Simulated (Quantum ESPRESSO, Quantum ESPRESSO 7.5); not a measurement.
# K(100), 5 layers: vacuum convergence

Wanted: the cheapest sound input for K(100), 5 layers, from a series that sets result against time.

Calculated with Quantum ESPRESSO 7.5; plane-wave DFT, PBE, GBRV ultrasoft pseudopotentials.

## 1. Starting point

The cell holds 5 atoms: 5 K. Cell: a = 5.230 Å, b = 5.230 Å, c = 34.460 Å, α = 90.0°, β = 90.0°, γ = 90.0°. It derives from K. Vacuum lies along c.

## 2. SCF with pw.x: 24 Å of vacuum

The first run is the reference of the series.

File c0.in:

```
&control
  prefix = 'c0'
  outdir = './out'
  pseudo_dir = './pseudo'
  calculation = 'scf'
  tprnfor = .true.
/
&system
  ibrav = 0
  nat = 5
  ntyp = 1
  ecutwfc = 40
  ecutrho = 200
  occupations = 'smearing'
  smearing = 'mv'
  degauss = 0.02
/
&electrons
  conv_thr = 1e-07
  mixing_beta = 0.4
  electron_maxstep = 120
  mixing_mode = 'local-TF'
/
ATOMIC_SPECIES
  K   39.0983  k_pbe_v1.4.uspp.F.UPF
CELL_PARAMETERS angstrom
  5.23000000000000 0.00000000000000 0.00000000000000
  0.00000000000000 5.23000000000000 0.00000000000000
  0.00000000000000 0.00000000000000 34.46000000000000
ATOMIC_POSITIONS crystal
  K   0.000000000000 0.000000000000 0.348229831689
  K   0.500000000000 0.500000000000 0.424114915844
  K   0.000000000000 0.000000000000 0.500000000000
  K   0.500000000000 0.500000000000 0.575885084156
  K   0.000000000000 0.000000000000 0.651770168311
K_POINTS automatic
  4 4 1 0 0 0
```

The run is started by

```sh
OMP_NUM_THREADS=1 mpirun -n 4 pw.x -nk 1 -in c0.in > c0.out
```

The log of the run:

```text
Program PWSCF v.7.5 starts
[citation notice left out]

     Parallel version (MPI & OpenMP), running on       4 processor cores
     Number of MPI processes:                 4
     Threads/MPI process:                     1

     MPI processes distributed on     1 nodes
[...]
Current dimensions of program PWSCF are:
     Max number of different atomic species (ntypx) = 10
     Max number of k-points (npk) =  40000
     Max angular momentum in pseudopotentials (lmaxx) =  4
     Message from routine setup:
     using ibrav=0 with symmetry is DISCOURAGED, use correct ibrav instead

     R & G space division:  proc/nbgrp/npool/nimage =       4
     Subspace diagonalization in iterative solution of the eigenvalue problem:
     a serial algorithm will be used

     Parallelization info
     --------------------
     sticks:   dense  smooth     PW     G-vecs:    dense   smooth      PW
     Min         391     309     88                75963    54329    8345
     Max         392     310     90                75980    54342    8352
     Sum        1565    1237    357               303881   217339   33401

     Using Slab Decomposition

     bravais-lattice index     =            0
     lattice parameter (alat)  =       9.8833  a.u.
     unit-cell volume          =    6360.8514 (a.u.)^3
     number of atoms/cell      =            5
     number of atomic types    =            1
     number of electrons       =        45.00
     number of Kohn-Sham states=           28
     kinetic-energy cutoff     =      40.0000  Ry
     charge density cutoff     =     200.0000  Ry
     scf convergence threshold =      1.0E-07
     mixing beta               =       0.4000
     number of iterations used =            8  local-TF  mixing
     Exchange-correlation=  SLA  PW   PBX  PBC
                           (   1   4   3   4   0   0   0)

     celldm(1)=   9.883268  celldm(2)=   0.000000  celldm(3)=   0.000000
     celldm(4)=   0.000000  celldm(5)=   0.000000  celldm(6)=   0.000000

     crystal axes: (cart. coord. in units of alat)
               a(1) = (   1.000000   0.000000   0.000000 )
               a(2) = (   0.000000   1.000000   0.000000 )
               a(3) = (   0.000000   0.000000   6.588910 )

     reciprocal axes: (cart. coord. in units 2 pi/alat)
               b(1) = (  1.000000  0.000000  0.000000 )
               b(2) = (  0.000000  1.000000  0.000000 )
               b(3) = (  0.000000  0.000000  0.151770 )

     PseudoPot. # 1 for K  read from file:
     ./pseudo/k_pbe_v1.4.uspp.F.UPF
     Pseudo is Ultrasoft + core correction, Zval =  9.0
     Generated by new atomic code, or converted to UPF format
     Using radial grid of  841 points,  6 beta functions with:
                l(1) =   0
                l(2) =   0
                l(3) =   1
                l(4) =   1
                l(5) =   2
                l(6) =   2
     Q(r) pseudized with  6 coefficients,  rinner =    1.500   1.500   1.500
                                                       1.500   1.500

     atomic species   valence    mass     pseudopotential
     K                 9.00    39.09830     K ( 1.00)

     16 Sym. Ops., with inversion, found

   Cartesian axes

     site n.     atom                  positions (alat units)
         1        K      tau(   1) = (   0.0000000   0.0000000   2.2944551  )
         2        K      tau(   2) = (   0.5000000   0.5000000   2.7944551  )
         3        K      tau(   3) = (   0.0000000   0.0000000   3.2944551  )
         4        K      tau(   4) = (   0.5000000   0.5000000   3.7944551  )
         5        K      tau(   5) = (   0.0000000   0.0000000   4.2944551  )

     number of k points=     6  Marzari-Vanderbilt smearing, width (Ry)=  0.0200
                       cart. coord. in units 2pi/alat
        k(    1) = (   0.0000000   0.0000000   0.0000000), wk =   0.1250000
        k(    2) = (   0.0000000   0.2500000   0.0000000), wk =   0.5000000
        k(    3) = (   0.0000000  -0.5000000   0.0000000), wk =   0.2500000
        k(    4) = (   0.2500000   0.2500000   0.0000000), wk =   0.5000000
        k(    5) = (   0.2500000  -0.5000000   0.0000000), wk =   0.5000000
        k(    6) = (  -0.5000000  -0.5000000   0.0000000), wk =   0.1250000

     Dense  grid:   303881 G-vectors     FFT dimensions: (  45,  45, 300)

     Smooth grid:   217339 G-vectors     FFT dimensions: (  40,  40, 270)

     Estimated max dynamical RAM per process >     303.90 MB

     Estimated total dynamical RAM >       1.19 GB

     Initial potential from superposition of free atoms

     starting charge      42.4829, renormalised to      45.0000

     negative rho (up, down):  3.789E-04 0.000E+00
     Starting wfcs are   40 randomized atomic wfcs

     total cpu time spent up to now is        1.2 secs

     per-process dynamical memory:    71.3 Mb

     Self-consistent Calculation

     iteration #  1     ecut=    40.00 Ry     beta= 0.40
     Davidson diagonalization with overlap
     ethr =  1.00E-02,  avg # of iterations =  4.8

     negative rho (up, down):  6.025E-03 0.000E+00

     total cpu time spent up to now is        3.6 secs

     total energy              =    -285.17532401 Ry
     estimated scf accuracy    <       0.99538478 Ry

     iteration #  2     ecut=    40.00 Ry     beta= 0.40
[...]
negative rho (up, down):  4.689E-02 0.000E+00

[...]
total energy              =    -284.67155426 Ry
     estimated scf accuracy    <       0.68396151 Ry

     iteration #  3     ecut=    40.00 Ry     beta= 0.40
[...]
negative rho (up, down):  5.695E-02 0.000E+00

[...]
total energy              =    -285.18289926 Ry
     estimated scf accuracy    <       0.19869605 Ry

     iteration #  4     ecut=    40.00 Ry     beta= 0.40
[...]
c_bands:  2 eigenvalues not converged
[...]
negative rho (up, down):  5.941E-02 0.000E+00

[...]
total energy              =    -285.11538745 Ry
     estimated scf accuracy    <       0.78368866 Ry

     iteration #  5     ecut=    40.00 Ry     beta= 0.40
[...]
negative rho (up, down):  6.978E-02 0.000E+00

[...]
total energy              =    -284.78247163 Ry
     estimated scf accuracy    <       0.54705551 Ry

     iteration #  6     ecut=    40.00 Ry     beta= 0.40
[...]
negative rho (up, down):  6.877E-02 0.000E+00

[...]
total energy              =    -284.92387472 Ry
     estimated scf accuracy    <       0.13601255 Ry

     iteration #  7     ecut=    40.00 Ry     beta= 0.40
[...]
negative rho (up, down):  6.154E-02 0.000E+00

[...]
total energy              =    -284.89216685 Ry
     estimated scf accuracy    <       0.06289747 Ry

     iteration #  8     ecut=    40.00 Ry     beta= 0.40
[...]
negative rho (up, down):  5.731E-02 0.000E+00

[...]
total energy              =    -284.92284238 Ry
     estimated scf accuracy    <       0.02025154 Ry

     iteration #  9     ecut=    40.00 Ry     beta= 0.40
[...]
negative rho (up, down):  5.687E-02 0.000E+00

[...]
total energy              =    -284.92765223 Ry
     estimated scf accuracy    <       0.03739265 Ry

     iteration # 10     ecut=    40.00 Ry     beta= 0.40
[...]
negative rho (up, down):  5.739E-02 0.000E+00

[...]
total energy              =    -284.94455369 Ry
     estimated scf accuracy    <       0.03876559 Ry

     iteration # 11     ecut=    40.00 Ry     beta= 0.40
[...]
negative rho (up, down):  6.589E-02 0.000E+00

[...]
total energy              =    -284.94023402 Ry
     estimated scf accuracy    <       0.07204280 Ry

     iteration # 12     ecut=    40.00 Ry     beta= 0.40
[...]
negative rho (up, down):  3.934E-02 0.000E+00

[...]
total energy              =    -284.92967324 Ry
     estimated scf accuracy    <       0.07131202 Ry

     iteration # 13     ecut=    40.00 Ry     beta= 0.40
[...]
negative rho (up, down):  3.778E-02 0.000E+00

[...]
total energy              =    -284.90707643 Ry
     estimated scf accuracy    <       0.04762213 Ry

     iteration # 14     ecut=    40.00 Ry     beta= 0.40
[...]
negative rho (up, down):  4.055E-02 0.000E+00

[...]
total energy              =    -284.91083253 Ry
     estimated scf accuracy    <       0.00809150 Ry

[...]
iteration # 22     ecut=    40.00 Ry     beta= 0.40
[...]
c_bands:  1 eigenvalues not converged
     c_bands:  1 eigenvalues not converged
[...]
negative rho (up, down):  2.755E-03 0.000E+00

[...]
total energy              =    -284.90806562 Ry
     estimated scf accuracy    <       0.00033294 Ry

     iteration # 23     ecut=    40.00 Ry     beta= 0.40
[...]
c_bands:  1 eigenvalues not converged
[...]
negative rho (up, down):  1.950E-03 0.000E+00

[...]
total energy              =    -284.90816970 Ry
     estimated scf accuracy    <       0.00006003 Ry

     iteration # 24     ecut=    40.00 Ry     beta= 0.40
[...]
negative rho (up, down):  3.814E-04 0.000E+00

[...]
total energy              =    -284.90816555 Ry
     estimated scf accuracy    <       0.00002413 Ry

     iteration # 25     ecut=    40.00 Ry     beta= 0.40
[...]
negative rho (up, down):  3.263E-04 0.000E+00

[...]
total energy              =    -284.90816200 Ry
     estimated scf accuracy    <       0.00002056 Ry

     iteration # 26     ecut=    40.00 Ry     beta= 0.40
[...]
negative rho (up, down):  7.906E-05 0.000E+00

[...]
total energy              =    -284.90815819 Ry
     estimated scf accuracy    <       0.00000551 Ry

     iteration # 27     ecut=    40.00 Ry     beta= 0.40
[...]
negative rho (up, down):  9.409E-05 0.000E+00

[...]
total energy              =    -284.90816088 Ry
     estimated scf accuracy    <       0.00000035 Ry

     iteration # 28     ecut=    40.00 Ry     beta= 0.40
[...]
negative rho (up, down):  1.071E-04 0.000E+00

[...]
total energy              =    -284.90816141 Ry
     estimated scf accuracy    <       0.00000023 Ry

     iteration # 29     ecut=    40.00 Ry     beta= 0.40
[...]
negative rho (up, down):  1.209E-04 0.000E+00

[...]
End of self-consistent calculation

          k = 0.0000 0.0000 0.0000 ( 27059 PWs)   bands (ev):

   -33.0865 -33.0865 -32.7033 -32.7031 -32.6233 -16.5702 -16.5702 -16.5430
   -16.5430 -16.5430 -16.5430 -16.1821 -16.1808 -16.1776 -16.1776 -16.1733
   -16.1733 -16.1030 -16.0870 -16.0870  -2.6063  -2.1697  -1.4149  -0.5839
     0.2108   0.9230   1.1583   1.5671

          k = 0.0000 0.2500 0.0000 ( 27162 PWs)   bands (ev):

   -33.0863 -33.0863 -32.7031 -32.7029 -32.6232 -16.5700 -16.5699 -16.5490
   -16.5489 -16.5425 -16.5424 -16.1864 -16.1847 -16.1801 -16.1764 -16.1756
   -16.1732 -16.1006 -16.0913 -16.0886  -2.2182  -1.7952  -1.0619  -0.2574
     0.3554   0.5245   0.7081   1.2283

          k = 0.0000-0.5000 0.0000 ( 27204 PWs)   bands (ev):

   -33.0862 -33.0862 -32.7029 -32.7028 -32.6231 -16.5697 -16.5697 -16.5546
   -16.5546 -16.5419 -16.5418 -16.1924 -16.1883 -16.1854 -16.1747 -16.1734
   -16.1729 -16.0989 -16.0949 -16.0902  -1.1448  -1.1182  -0.7760  -0.7197
    -0.1847   0.0529   0.6032   0.7344

          k = 0.2500 0.2500 0.0000 ( 27186 PWs)   bands (ev):

   -33.0862 -33.0862 -32.7030 -32.7028 -32.6231 -16.5693 -16.5692 -16.5484
   -16.5483 -16.5483 -16.5482 -16.1847 -16.1845 -16.1840 -16.1793 -16.1784
   -16.1754 -16.1012 -16.0926 -16.0907  -1.8428  -1.4289  -0.7116   0.0639
     0.5706   0.6476   0.8343   0.9716

          k = 0.2500-0.5000 0.0000 ( 27230 PWs)   bands (ev):

   -33.0861 -33.0861 -32.7028 -32.7027 -32.6230 -16.5687 -16.5687 -16.5541
   -16.5540 -16.5478 -16.5477 -16.1884 -16.1882 -16.1880 -16.1790 -16.1783
   -16.1745 -16.1021 -16.0944 -16.0924  -0.8102  -0.7775  -0.4389  -0.3824
     0.2166   0.2816   0.8782   0.9821

          k =-0.5000-0.5000 0.0000 ( 27204 PWs)   bands (ev):

   -33.0860 -33.0860 -32.7027 -32.7026 -32.6229 -16.5678 -16.5677 -16.5535
   -16.5535 -16.5534 -16.5534 -16.1914 -16.1914 -16.1835 -16.1835 -16.1801
   -16.1745 -16.1057 -16.0941 -16.0941   0.0031   0.0893   0.2208   0.2209
     0.4174   0.4668   0.4668   0.5441

     the Fermi energy is    -0.6379 ev

!    total energy              =    -284.90816154 Ry
     estimated scf accuracy    <       0.00000005 Ry
     smearing contrib. (-TS)   =      -0.00219449 Ry
     internal energy E=F+TS    =    -284.90596706 Ry

     The total energy is F=E-TS. E is the sum of the following terms:
     one-electron contribution =   -1296.98088980 Ry
     hartree contribution      =     646.19799432 Ry
     xc contribution           =     -44.78693194 Ry
     ewald contribution        =     410.66386037 Ry

     convergence has been achieved in  29 iterations

     negative rho (up, down):  1.209E-04 0.000E+00

     Forces acting on atoms (cartesian axes, Ry/au):

     atom    1 type  1   force =     0.00000000    0.00000000   -0.00076797
     atom    2 type  1   force =     0.00000000    0.00000000    0.00138748
     atom    3 type  1   force =     0.00000000    0.00000000    0.00000000
     atom    4 type  1   force =     0.00000000    0.00000000   -0.00138748
     atom    5 type  1   force =     0.00000000    0.00000000    0.00076797

     Total force =     0.002243     Total SCF correction =     0.000594
     SCF correction compared to forces is large: reduce conv_thr to get better values

[...]
=------------------------------------------------------------------------------=
   JOB DONE.
=------------------------------------------------------------------------------=
```

Elapsed: 74 s, on 4 MPI ranks of Arm Neoverse V2, shared host; peak memory 1.2 GiB.

Read from the output:

- free energy: -3876.3730 eV
- Fermi energy: -0.6379 eV

The program's own clock; routines nest. Time by routine:

```csv
routine,wall time (s),calls
PWSCF,72.97,1
electrons,71.18,1
c_bands,42.73,29
cegterg,40.9,174
h_psi,30.14,887
fftw,26.07,31244
vloc_psi,24,887
sum_band,12.25,29
mix_rho,8.78,29
newd,6.03,30
ffts,5.01,3503
calbec,4.19,1085
add_vuspsi,3.03,887
h_psi:calbec,3.01,887
```

The run needed 29 iterations to bring the estimated error under 1e-07 Ry; the largest force on any atom, held or free, is 0.04 eV/Å.

## 3. Electrostatic potential

The vacuum level is read from the electrostatic potential (plot_num = 11), averaged over planes.

File c0.pot.in:

```
&inputpp
  prefix = 'c0'
  outdir = './out'
  filplot = 'c0.pot.dat'
  plot_num = 11
/
```

The run is started by

```sh
OMP_NUM_THREADS=1 mpirun -n 4 pp.x -in c0.pot.in > c0.pot.out
```

The log of the run:

```text
[banner, memory and clock lines left out]
Program POST-PROC v.7.5 starts

          URL

     ./out/c0.save/

     IMPORTANT: XC functional enforced from input :
     Exchange-correlation= PBE
                           (   1   4   3   4   0   0   0)
     Any further DFT definition will be discarded
     Please, verify this is what you really want

     negative rho (up, down):  1.209E-04 0.000E+00

     Calling punch_plot, plot_num =  11
     Writing data to file  c0.pot.dat
     Message from routine chdens:
     namelist plot not found or invalid, exiting
```

The job ended after 1.2 s (4 MPI ranks; peak memory 0.27 GiB; 4.4 s of CPU time).

Read from the output:

| Quantity | Value |
| --- | --- |
| potential in the middle of the vacuum, over the Fermi level | 2.230 eV |

The potential energy, planar mean oscillates, so the rows of the table below give means over windows of 2.64 Å about each position, cut where the curve ends. Its maxima inside the range that stand out by 2 % of the span (Å: eV): 13.3: 0.929, 16.0: 1.02, 18.5: 1.02, 21.1: 0.929. Its minima: 11.9: -4.88, 14.6: -4.73, 17.2: -4.62, 19.9: -4.73, 22.5: -4.88.

Electrostatic potential energy of an electron; zero at the Fermi level. Table of potential energy, planar mean by z; means over each step:

```csv
z (Å),"potential energy, planar mean (eV)"
1.32,2.23
3.96,2.23
6.60,2.23
9.24,2.04
11.88,-1.20
14.52,-1.14
17.16,-1.05
19.80,-1.14
22.44,-1.23
25.08,2.00
27.72,2.23
30.36,2.23
33.00,2.23
```

Inside the slab this potential holds the local part of the pseudopotentials, which can be repulsive at the nuclei; only its value in the vacuum has a meaning of its own.

(Continued in part 2 of 3.)

[Logs are printed without paths, hosts, clocks, repeated set-up lines and the standing remarks that a program may print on its own settings, such as how far it seeks lower states.]

[Hosts, paths, dates, database ids (printed as entryN), source tags and the programs' standing remarks are cut or masked in the printed files.]

[Maps of the electrostatic potential energy from Ansatz leave out the sawtooth potential of an applied field or a dipole correction, so their vacuum need not be flat; planar profiles and work functions include it.]
